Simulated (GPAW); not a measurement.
# The basis that the transmission of a W chain with one B atom in line needs

Aim: T(E), conductance and thermopower of a W chain with one B atom in line, and what cheaper settings cost in accuracy.

Calculated with GPAW 26.7.0; GPAW LCAO, PAW setups; Landauer transmission from Green's functions with principal layers (ASE), zero bias.

### Step 1. The structure

The cell holds 15 atoms: 14 W and 1 B. Its edges and angles: a = 9.000 Å, b = 9.000 Å, c = 32.992 Å, α = 90.0°, β = 90.0°, γ = 90.0°. Regions: left lead, 7 atoms (7 W); channel, 1 atom (1 B); right lead, 7 atoms (7 W). Vacuum lies along a and b. The structure is stacked along c, and the current runs across the ab planes.

### Step 2. Double-zeta polarised basis

The script solves lead and junction separately, takes H and S in the orbital basis, and joins semi-infinite leads through their self-energies; the dzp basis is the working standard.

run.py

```python
import json
import numpy as np
from ase import Atoms
from ase.transport.calculators import TransportCalculator
from gpaw import GPAW, FermiDirac
from gpaw.lcao.tools import get_lcao_hamiltonian
from scipy.linalg import eigh

# The junction with lead layers at both ends, along the third cell vector
device = Atoms(
    ['W', 'W', 'W', 'W', 'W', 'W', 'W', 'B', 'W', 'W', 'W', 'W', 'W', 'W', 'W'],
    positions=[
        [4.50000, 4.50000, 1.12500],
        [4.50000, 4.50000, 3.37500],
        [4.50000, 4.50000, 5.62500],
        [4.50000, 4.50000, 7.87500],
        [4.50000, 4.50000, 10.12500],
        [4.50000, 4.50000, 12.37500],
        [4.50000, 4.50000, 14.62500],
        [4.50000, 4.50000, 16.49620],
        [4.50000, 4.50000, 18.36740],
        [4.50000, 4.50000, 20.61740],
        [4.50000, 4.50000, 22.86740],
        [4.50000, 4.50000, 25.11740],
        [4.50000, 4.50000, 27.36740],
        [4.50000, 4.50000, 29.61740],
        [4.50000, 4.50000, 31.86740]],
    cell=[[9.0, 0.0, 0.0], [0.0, 9.0, 0.0], [0.0, 0.0, 32.9924]],
    pbc=True)

# One principal layer of the lead: the first 5 atoms of the device
lead = Atoms(
    ['W', 'W', 'W', 'W', 'W'],
    positions=[
        [4.50000, 4.50000, 1.12500],
        [4.50000, 4.50000, 3.37500],
        [4.50000, 4.50000, 5.62500],
        [4.50000, 4.50000, 7.87500],
        [4.50000, 4.50000, 10.12500]],
    cell=[[9.0, 0.0, 0.0], [0.0, 9.0, 0.0], [0.0, 0.0, 11.25]],
    pbc=True)

settings = dict(mode='lcao', basis='dzp', xc='PBE', h=0.2,
                occupations=FermiDirac(0.1), maxiter=250,
                mixer=dict(beta=0.1, nmaxold=8, weight=100.0),
                convergence=dict(density=0.0001))
energies = np.arange(-2, 2 + 1e-9, 0.05)
eta = 0.0001
n1, n2 = 1, 1
# k and -k transmit alike, so half of the mesh across the current serves
mesh = [(i, j) for i in range(n1) for j in range(n2) if (i, j) <= (-i % n1, -j % n2)]
weights = np.array([1 if (i, j) == (-i % n1, -j % n2) else 2 for i, j in mesh]) / (n1 * n2)

# [... helper functions left out ...]
fermi_lead = ground_state(lead, (1, 1, 10), 'lead.txt')
fermi_device = ground_state(device, (1, 1, 3), 'device.txt')
# [... loop over the mesh left out, but for ...]
        # Shift the lead onto the potential of the device's first layer
        shift = ((H[:, 0, 0] - H0[:, 0, 0]) / S0[0, 0]).real.mean()
# [...]
kT = 8.617333e-5 * 300
bias = [0.1, 0.2, 0.5, 1.0, 1.5, 2.0]
# [... integrals and printing left out ...]
```

Started as:

```
$ OMP_NUM_THREADS=1 OPENBLAS_NUM_THREADS=1 python run.py
```

Log:

```text
basis functions: device 419, principal layer 145
Fermi level: lead -2.6609 eV, device -2.7458 eV; lead shifted by -0.0055 eV
largest coupling past the next layer 7.88e-06 eV, largest misfit of the first layer 0.087 eV
  E-E_F (eV)   T (one spin)  [channel counts left out]
    -2.000    2.3099e+00
    -1.950    2.3257e+00
    -1.900    2.3402e+00
    -1.850    2.3541e+00
    -1.800    2.3679e+00
    -1.750    2.3813e+00
    -1.700    2.3975e+00
    -1.650    2.4126e+00
    -1.600    2.4293e+00
    -1.550    2.4471e+00
    -1.500    2.4660e+00
    -1.450    2.4860e+00
    -1.400    2.5068e+00
    -1.350    2.5284e+00
    -1.300    2.5516e+00
    -1.250    2.5732e+00
[...]
1.650    1.8246e+00
     1.700    1.6068e+00
     1.750    7.9875e-01
     1.800    7.8896e-01
     1.850    7.7766e-01
     1.900    7.6873e-01
     1.950    7.5934e-01
     2.000    7.4887e-01
conductance at 300 K: 2.9187 G0 a cell; thermopower -0.1112 uV/K
current from the zero-bias T(E) at 0.1 V: 22.612 uA
current from the zero-bias T(E) at 0.2 V: 45.214 uA
current from the zero-bias T(E) at 0.5 V: 112.87 uA
current from the zero-bias T(E) at 1.0 V: 224.82 uA
current from the zero-bias T(E) at 1.5 V: 335.25 uA
current from the zero-bias T(E) at 2.0 V: 443.28 uA
```

Wall time 3.1 min (1 thread of Arm Neoverse V1, shared host); peak memory 1.3 GiB.

This step gave:

```
conductance                                    : 2.919 G₀
largest coupling past the next principal layer : 7.88e-6 eV
largest misfit of the first principal layer    : 0.08727 eV
shift that aligns the lead                     : -0.005535 eV
basis functions of the junction                : 419
basis functions of a principal layer           : 145
transmission at the Fermi level (one spin)     : 2.919
```

One spin. The transmission, zone mean by energy, zero at the Fermi level:

energy (eV), transmission, zone mean and a bar from the least value:
```
   -2.000       2.31 ######################
   -1.800       2.37 ######################
   -1.600       2.43 #######################
   -1.400       2.51 ########################
   -1.200       2.60 ##########################
   -1.000       2.68 ###########################
   -0.800       2.75 ############################
   -0.600       2.81 ############################
   -0.400       2.86 #############################
   -0.200       2.90 ##############################
    0.000       2.92 ##############################
    0.100       2.92 ##############################
    0.200       2.92 ##############################
    0.400       2.92 ##############################
    0.600       2.90 ##############################
    0.800       2.87 #############################
    1.000       2.81 #############################
    1.200       2.71 ###########################
    1.400       2.49 ########################
    1.600       2.03 ##################
    1.800       0.79 #
    2.000       0.75
```

Not self-consistent under bias; the bias window is split evenly. The current through one cell, from the zero-bias transmission by bias:

| bias (V) | current through one cell, from the zero-bias transmission (μA) |
| --- | --- |
| 0.100 | 22.6 |
| 0.200 | 45.2 |
| 0.500 | 113 |
| 1.000 | 225 |
| 1.500 | 335 |
| 2.000 | 443 |

Transmission of the three most open eigenchannels against energy, zero at the Fermi level:

| energy (eV) | channel 1 | channel 2 | channel 3 |
| --- | --- | --- | --- |
| -2.00 | 0.845 | 0.732 | 0.732 |
| -1.90 | 0.850 | 0.745 | 0.745 |
| -1.80 | 0.853 | 0.757 | 0.757 |
| -1.70 | 0.855 | 0.770 | 0.770 |
| -1.55 | 0.859 | 0.793 | 0.793 |
| -1.45 | 0.862 | 0.811 | 0.811 |
| -1.35 | 0.864 | 0.831 | 0.831 |
| -1.25 | 0.866 | 0.853 | 0.853 |
| -1.15 | 0.874 | 0.874 | 0.867 |
| -1.05 | 0.895 | 0.895 | 0.869 |
| -0.90 | 0.924 | 0.924 | 0.870 |
| -0.80 | 0.940 | 0.940 | 0.871 |
| -0.70 | 0.953 | 0.953 | 0.871 |
| -0.60 | 0.964 | 0.964 | 0.872 |
| -0.50 | 0.972 | 0.972 | 0.873 |
| -0.40 | 0.979 | 0.979 | 0.873 |
| -0.25 | 0.986 | 0.986 | 0.874 |
| -0.15 | 0.990 | 0.990 | 0.875 |
| -0.05 | 0.992 | 0.992 | 0.875 |
| 0.00 | 0.994 | 0.994 | 0.875 |
| 0.05 | 0.995 | 0.995 | 0.875 |
| 0.15 | 0.997 | 0.997 | 0.875 |
| 0.25 | 0.998 | 0.998 | 0.875 |
| 0.40 | 0.999 | 0.999 | 0.874 |
| 0.50 | 0.998 | 0.998 | 0.872 |
| 0.60 | 0.996 | 0.996 | 0.870 |
| 0.70 | 0.993 | 0.993 | 0.867 |
| 0.80 | 0.987 | 0.987 | 0.863 |
| 0.90 | 0.978 | 0.978 | 0.859 |
| 1.05 | 0.956 | 0.956 | 0.851 |
| 1.15 | 0.934 | 0.934 | 0.844 |
| 1.25 | 0.903 | 0.903 | 0.837 |
| 1.35 | 0.857 | 0.857 | 0.828 |
| 1.45 | 0.820 | 0.788 | 0.788 |
| 1.55 | 0.810 | 0.681 | 0.681 |
| 1.70 | 0.792 | 0.399 | 0.399 |
| 1.80 | 0.779 | 0.00616 | 0.00198 |
| 1.90 | 0.763 | 0.00574 | 3.6e-7 |
| 2.00 | 0.744 | 0.00512 | 3.6e-7 |

Couplings past the next layer reach 7.9e-6 eV, small enough to drop; the matrix elements of the cell's first layer differ from the bulk lead's by up to 0.087 eV. That layer keeps its own values in the calculation, and only beyond it is the lead taken as perfect. The Fermi levels of lead and junction count from different zeros of potential, one for each periodic cell; with both set to zero, the small remaining shift is what aligns them. Without spin-orbit coupling, which is large for these atoms, channel counts and T are those of the scalar-relativistic bands. By hand: G = 2.919 × 77.48 μS = 226 μS, a resistance of 4.42 kΩ; at 0.1 V a linear junction would pass 22.6 μA, and the integral over the bias window gives 22.6 μA.

### Step 3. GPAW, szp: basis = "szp(dzp)"

One radial function a shell plus polarisation makes the matrices smaller; the question is what that costs.

run.py, as its differences from that of step 2:

```diff
@@ -42,3 +42,3 @@
 
-settings = dict(mode='lcao', basis='dzp', xc='PBE', h=0.2,
+settings = dict(mode='lcao', basis='szp(dzp)', xc='PBE', h=0.2,
                 occupations=FermiDirac(0.1), maxiter=250,
```

Log:

```text
basis functions: device 233, principal layer 80
Fermi level: lead -2.6334 eV, device -2.7390 eV; lead shifted by -0.0062 eV
largest coupling past the next layer 7.88e-06 eV, largest misfit of the first layer 0.096 eV
  E-E_F (eV)   T (one spin)  [channel counts left out]
    -2.000    2.2432e+00
    -1.950    2.2611e+00
    -1.900    2.2780e+00
    -1.850    2.2943e+00
    -1.800    2.3106e+00
    -1.750    2.3265e+00
    -1.700    2.3453e+00
    -1.650    2.3637e+00
    -1.600    2.3833e+00
    -1.550    2.4040e+00
    -1.500    2.4258e+00
    -1.450    2.4487e+00
    -1.400    2.4723e+00
    -1.350    2.4967e+00
    -1.300    2.5212e+00
    -1.250    2.5461e+00
[...]
1.650    2.2273e+00
     1.700    2.1324e+00
     1.750    7.9650e-01
     1.800    7.8645e-01
     1.850    7.7513e-01
     1.900    7.6623e-01
     1.950    7.5631e-01
     2.000    7.4512e-01
conductance at 300 K: 2.9035 G0 a cell; thermopower -0.1213 uV/K
current from the zero-bias T(E) at 0.1 V: 22.494 uA
current from the zero-bias T(E) at 0.2 V: 44.979 uA
current from the zero-bias T(E) at 0.5 V: 112.29 uA
current from the zero-bias T(E) at 1.0 V: 223.74 uA
current from the zero-bias T(E) at 1.5 V: 333.87 uA
current from the zero-bias T(E) at 2.0 V: 441.9 uA
```

It took 1.8 min on 1 thread; peak memory 1.2 GiB.

Numbers from this step:

- conductance: 2.903 G₀
- largest misfit of the first principal layer: 0.09562 eV
- shift that aligns the lead: -0.006157 eV
- basis functions of the junction: 233
- basis functions of a principal layer: 80
- transmission at the Fermi level (one spin): 2.904

One spin. Table of transmission, zone mean by energy, zero at the Fermi level:

| energy (eV) | transmission, zone mean |
| --- | --- |
| -2.00 | 2.24 |
| -1.90 | 2.28 |
| -1.80 | 2.31 |
| -1.70 | 2.35 |
| -1.55 | 2.40 |
| -1.45 | 2.45 |
| -1.35 | 2.50 |
| -1.25 | 2.55 |
| -1.15 | 2.60 |
| -1.05 | 2.64 |
| -0.90 | 2.70 |
| -0.80 | 2.74 |
| -0.70 | 2.77 |
| -0.60 | 2.79 |
| -0.50 | 2.82 |
| -0.40 | 2.84 |
| -0.25 | 2.87 |
| -0.15 | 2.89 |
| -0.05 | 2.90 |
| 0.00 | 2.90 |
| 0.05 | 2.91 |
| 0.15 | 2.91 |
| 0.25 | 2.91 |
| 0.40 | 2.91 |
| 0.50 | 2.91 |
| 0.60 | 2.90 |
| 0.70 | 2.89 |
| 0.80 | 2.88 |
| 0.90 | 2.86 |
| 1.05 | 2.83 |
| 1.15 | 2.79 |
| 1.25 | 2.75 |
| 1.35 | 2.68 |
| 1.45 | 2.58 |
| 1.55 | 2.44 |
| 1.70 | 2.13 |
| 1.80 | 0.786 |
| 1.90 | 0.766 |
| 2.00 | 0.745 |

Not self-consistent under bias; the bias window is split evenly. Table of current through one cell, from the zero-bias transmission by bias:

| bias (V) | current through one cell, from the zero-bias transmission (μA) |
| --- | --- |
| 0.100 | 22.5 |
| 0.200 | 45.0 |
| 0.500 | 112 |
| 1.000 | 224 |
| 1.500 | 334 |
| 2.000 | 442 |

Table of transmission of the three most open eigenchannels by energy, zero at the Fermi level:

| energy (eV) | channel 1 | channel 2 | channel 3 |
| --- | --- | --- | --- |
| -2.000 | 0.824 | 0.709 | 0.709 |
| -1.800 | 0.836 | 0.736 | 0.736 |
| -1.600 | 0.845 | 0.768 | 0.768 |
| -1.400 | 0.853 | 0.809 | 0.809 |
| -1.200 | 0.859 | 0.855 | 0.855 |
| -1.000 | 0.899 | 0.899 | 0.863 |
| -0.800 | 0.934 | 0.934 | 0.866 |
| -0.600 | 0.959 | 0.959 | 0.868 |
| -0.400 | 0.974 | 0.974 | 0.870 |
| -0.200 | 0.984 | 0.984 | 0.871 |
| 0.000 | 0.990 | 0.990 | 0.872 |
| 0.200 | 0.995 | 0.995 | 0.872 |
| 0.400 | 0.998 | 0.998 | 0.872 |
| 0.600 | 0.999 | 0.999 | 0.869 |
| 0.800 | 0.994 | 0.994 | 0.863 |
| 1.000 | 0.982 | 0.982 | 0.854 |
| 1.200 | 0.953 | 0.953 | 0.842 |
| 1.400 | 0.894 | 0.894 | 0.826 |
| 1.600 | 0.806 | 0.760 | 0.760 |
| 1.800 | 0.781 | 0.00266 | 0.00163 |
| 2.000 | 0.743 | 0.00198 | 1.4e-7 |

The conductance, 2.90 G₀, lies 0.5 % below that of the dzp run.

### Step 4. GPAW, sz: basis = "sz(dzp)"

One function for each valence shell of the setup, as for a first survey of a large system.

run.py, as its differences from that of step 3:

```diff
@@ -42,3 +42,3 @@
 
-settings = dict(mode='lcao', basis='szp(dzp)', xc='PBE', h=0.2,
+settings = dict(mode='lcao', basis='sz(dzp)', xc='PBE', h=0.2,
                 occupations=FermiDirac(0.1), maxiter=250,
```

Log:

```text
basis functions: device 186, principal layer 65
Fermi level: lead -2.6777 eV, device -2.7820 eV; lead shifted by -0.0079 eV
largest coupling past the next layer 7.88e-06 eV, largest misfit of the first layer 0.081 eV
  E-E_F (eV)   T (one spin)  [channel counts left out]
    -2.000    2.2596e+00
    -1.950    2.2770e+00
    -1.900    2.2934e+00
[...]
1.950    7.3388e-01
     2.000    7.2235e-01
conductance at 300 K: 2.8864 G0 a cell; thermopower -0.09185 uV/K
current from the zero-bias T(E) at 0.1 V: 22.362 uA
current from the zero-bias T(E) at 0.2 V: 44.716 uA
current from the zero-bias T(E) at 0.5 V: 111.65 uA
current from the zero-bias T(E) at 1.0 V: 222.58 uA
current from the zero-bias T(E) at 1.5 V: 332.28 uA
current from the zero-bias T(E) at 2.0 V: 439.98 uA
```

Elapsed: 95 s, on 1 thread; peak memory 1.2 GiB.

This step gave:

```
conductance                                 : 2.886 G₀
largest misfit of the first principal layer : 0.08117 eV
shift that aligns the lead                  : -0.007943 eV
basis functions of the junction             : 186
basis functions of a principal layer        : 65
transmission at the Fermi level (one spin)  : 2.887
```

One spin. The transmission, zone mean by energy, zero at the Fermi level:

| energy (eV) | transmission, zone mean |
| --- | --- |
| -2.00 | 2.26 |
| -1.85 | 2.31 |
| -1.70 | 2.36 |
| -1.60 | 2.40 |
| -1.45 | 2.46 |
| -1.30 | 2.54 |
| -1.15 | 2.61 |
| -1.05 | 2.65 |
| -0.90 | 2.71 |
| -0.75 | 2.76 |
| -0.60 | 2.79 |
| -0.50 | 2.82 |
| -0.35 | 2.85 |
| -0.20 | 2.87 |
| -0.05 | 2.88 |
| 0.00 | 2.89 |
| 0.05 | 2.89 |
| 0.10 | 2.89 |
| 0.20 | 2.89 |
| 0.35 | 2.89 |
| 0.50 | 2.88 |
| 0.60 | 2.88 |
| 0.75 | 2.86 |
| 0.90 | 2.84 |
| 1.05 | 2.81 |
| 1.15 | 2.77 |
| 1.30 | 2.70 |
| 1.45 | 2.59 |
| 1.60 | 2.39 |
| 1.70 | 2.13 |
| 1.85 | 0.754 |
| 2.00 | 0.722 |

The conductance, 2.89 G₀, lies 1.1 % below that of the dzp run.

### Step 5. LDA in the dzp basis: xc = "LDA"

Back in the dzp basis, the functional changes from PBE to LDA, to set the spread between functionals beside that between bases.

run.py, as its differences from that of step 4:

```diff
@@ -42,3 +42,3 @@
 
-settings = dict(mode='lcao', basis='sz(dzp)', xc='PBE', h=0.2,
+settings = dict(mode='lcao', basis='dzp', xc='LDA', h=0.2,
                 occupations=FermiDirac(0.1), maxiter=250,
```

Log:

```text
basis functions: device 419, principal layer 145
Fermi level: lead -2.9103 eV, device -2.9974 eV; lead shifted by -0.0088 eV
largest coupling past the next layer 8.10e-06 eV, largest misfit of the first layer 0.090 eV
  E-E_F (eV)   T (one spin)  [channel counts left out]
    -2.000    2.2883e+00
    -1.950    2.3055e+00
    -1.900    2.3212e+00
[...]
1.950    7.3075e-01
     2.000    7.1927e-01
conductance at 300 K: 2.9107 G0 a cell; thermopower -0.1112 uV/K
current from the zero-bias T(E) at 0.1 V: 22.55 uA
current from the zero-bias T(E) at 0.2 V: 45.089 uA
current from the zero-bias T(E) at 0.5 V: 112.55 uA
current from the zero-bias T(E) at 1.0 V: 224.15 uA
current from the zero-bias T(E) at 1.5 V: 334.2 uA
current from the zero-bias T(E) at 2.0 V: 441.85 uA
```

Wall time 3.2 min (1 thread); peak memory 1.3 GiB.

This step gave:

| Property | Result |
| --- | --- |
| conductance | 2.911 G₀ |
| largest coupling past the next principal layer | 8.10e-6 eV |
| largest misfit of the first principal layer | 0.09017 eV |
| shift that aligns the lead | -0.008768 eV |
| basis functions of the junction | 419 |
| basis functions of a principal layer | 145 |
| transmission at the Fermi level (one spin) | 2.912 |

One spin. Table of transmission, zone mean by energy, zero at the Fermi level:

energy (eV), transmission, zone mean and a bar from the least value:
```
    -2.00       2.29 #####################
    -1.90       2.32 ######################
    -1.80       2.35 ######################
    -1.70       2.38 #######################
    -1.55       2.43 #######################
    -1.45       2.47 ########################
    -1.35       2.51 #########################
    -1.25       2.56 #########################
    -1.15       2.60 ##########################
    -1.05       2.64 ##########################
    -0.90       2.70 ###########################
    -0.80       2.74 ############################
    -0.70       2.77 ############################
    -0.60       2.80 ############################
    -0.50       2.83 #############################
    -0.40       2.85 #############################
    -0.25       2.88 ##############################
    -0.15       2.90 ##############################
    -0.05       2.91 ##############################
     0.00       2.91 ##############################
     0.05       2.91 ##############################
     0.10       2.91 ##############################
     0.15       2.91 ##############################
     0.25       2.91 ##############################
     0.40       2.91 ##############################
     0.50       2.90 ##############################
     0.60       2.89 ##############################
     0.70       2.88 ##############################
     0.80       2.86 #############################
     0.90       2.84 #############################
     1.05       2.80 ############################
     1.15       2.75 ############################
     1.25       2.69 ###########################
     1.35       2.60 ##########################
     1.45       2.49 ########################
     1.55       2.30 ######################
     1.70       1.78 ##############
     1.80       0.76 #
     1.90       0.74 
     2.00       0.72
```

The conductance, 2.91 G₀, lies 0.3 % below that of the dzp run.

### Step 6. Cost and result by level

Times are for 1 thread of Arm Neoverse V1, shared host. The runs compared:

| no. | run | conductance (G₀) | time | memory (GiB) |
| --- | --- | --- | --- | --- |
| 1 | dzp | 2.919 | 3.1 min | 1.3 |
| 2 | szp | 2.903 | 1.8 min | 1.2 |
| 3 | sz | 2.886 | 95 s | 1.2 |
| 4 | dzp LDA | 2.911 | 3.2 min | 1.3 |

### Step 7. Comparison

The curves are compared point by point over the common energies.

This step: comparison of transmission and cost over codes and levels (GPAW 26.7.0).

Ladder, by row:

| step | code | T at the Fermi level (sum over the listed spins) | conductance (G0) | r.m.s. T(E) from the first | wall time (s) | peak memory (GiB) | threads |
| --- | --- | --- | --- | --- | --- | --- | --- |
| dzp | GPAW | 2.919 | 2.919 | 0 | 187.4 | 1.32 | 1 |
| szp | GPAW | 2.904 | 2.903 | 0.0974 | 109.8 | 1.24 | 1 |
| sz | GPAW | 2.887 | 2.886 | 0.1677 | 95.24 | 1.2 | 1 |
| dzp-LDA | GPAW | 2.912 | 2.911 | 0.117 | 192.2 | 1.32 | 1 |

The transmission, zone mean, sum over the listed spins by energy, zero at the Fermi level:

| energy (eV) | dzp | szp | sz | dzp-LDA |
| --- | --- | --- | --- | --- |
| -2.000 | 2.31 | 2.24 | 2.26 | 2.29 |
| -1.800 | 2.37 | 2.31 | 2.33 | 2.35 |
| -1.600 | 2.43 | 2.38 | 2.40 | 2.41 |
| -1.400 | 2.51 | 2.47 | 2.49 | 2.49 |
| -1.200 | 2.60 | 2.57 | 2.58 | 2.58 |
| -1.000 | 2.68 | 2.66 | 2.67 | 2.67 |
| -0.800 | 2.75 | 2.74 | 2.74 | 2.74 |
| -0.600 | 2.81 | 2.79 | 2.79 | 2.80 |
| -0.400 | 2.86 | 2.84 | 2.84 | 2.85 |
| -0.200 | 2.90 | 2.88 | 2.87 | 2.89 |
| 0.000 | 2.92 | 2.90 | 2.89 | 2.91 |
| 0.100 | 2.92 | 2.91 | 2.89 | 2.91 |
| 0.200 | 2.92 | 2.91 | 2.89 | 2.91 |
| 0.400 | 2.92 | 2.91 | 2.89 | 2.91 |
| 0.600 | 2.90 | 2.90 | 2.88 | 2.89 |
| 0.800 | 2.87 | 2.88 | 2.86 | 2.86 |
| 1.000 | 2.81 | 2.84 | 2.82 | 2.81 |
| 1.200 | 2.71 | 2.77 | 2.75 | 2.72 |
| 1.400 | 2.49 | 2.64 | 2.63 | 2.55 |
| 1.600 | 2.03 | 2.34 | 2.39 | 2.17 |
| 1.800 | 0.789 | 0.786 | 0.765 | 0.763 |
| 2.000 | 0.749 | 0.745 | 0.722 | 0.719 |

[end of part 1 of 2]

[Logs are printed without paths, hosts, clocks, repeated set-up lines and the standing remarks that a program may print on its own settings, such as how far it seeks lower states.]

[Hosts, paths, dates, database ids (printed as entryN), source tags and the programs' standing remarks are cut or masked in the printed files.]
